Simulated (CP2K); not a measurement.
Consider dimethyl sulfoxide monohydrate at its PBE geometry (Å).

```xyz
13

C     1.6674   -0.2237   -0.0910
S     0.2518   -1.1387    0.5868
C    -0.7289   -1.1745   -0.9414
O    -0.4587   -0.2042    1.5334
O    -1.1935    2.2803    0.6971
H     2.3648   -0.0650    0.7396
H     2.1482   -0.8332   -0.8677
H     1.3245    0.7395   -0.4906
H    -0.9134   -0.1450   -1.2755
H    -1.6748   -1.6699   -0.6944
H    -0.1900   -1.7548   -1.7017
H    -1.6289    2.7823    1.4029
H    -0.9685    1.4070    1.1025
```

Method: CP2K XAS_TDP, all-electron GAPW, PBEh(45%), aug-cc-pVDZ, TDA, GW2X-corrected core level, no relativity.

**Question.** Where do the O K-edge lines lie, and how strong are they?

Leading lines: O4 532.88 eV and O5 535.29 eV. The leading line of an atom is its first one with 35 % of the strongest within 2.5 eV of its lowest line over the strength cut. Core ionisation energies at this level: O4 536.42 and O5 537.69 eV.

The first six lines of each atom with a strength over 0.0015:

| atom | energy (eV) | states | strength, one atom | above the computed threshold |
| --- | --- | --- | --- | --- |
| O4 (bonded to S, takes 1 H bond) | 532.88 | 1 | 0.0359 |  |
|  | 534.03 | 1 | 0.0144 |  |
|  | 534.87 | 1 | 0.0017 |  |
|  | 535.17 | 1 | 0.0087 |  |
|  | 536.27 | 1 | 0.0015 |  |
|  | 536.87 | 1 | 0.0033 | yes |
| O5 (bonded to 2 H, gives 1 H bond) | 535.29 | 1 | 0.0128 |  |
|  | 536.51 | 1 | 0.0028 |  |
|  | 536.93 | 1 | 0.0059 |  |
|  | 537.27 | 1 | 0.0054 |  |
|  | 537.62 | 1 | 0.0043 |  |
|  | 537.63 | 1 | 0.0019 |  |

Lines are vertical, at one geometry, with no vibrational structure. GW2X ionisation energies and lines can be off by 1 to 2 eV either way, and a good line position may hide errors that cancel. These values hold no scalar relativity, about 0.4 eV for O 1s. Rydberg lines, and the discretised continuum above threshold, depend on the basis and the box. This is one low-energy arrangement of the cluster, relaxed without a dispersion correction; others exist.

[Banner, clock and machine lines of the logs are left out without a mark of their own.]

[Logs are printed without paths, hosts, clocks, repeated set-up lines and the standing remarks that a program may print on its own settings, such as how far it seeks lower states.]

[Hosts, paths, dates, database ids (printed as entryN), source tags and the programs' standing remarks are cut or masked in the printed files.]
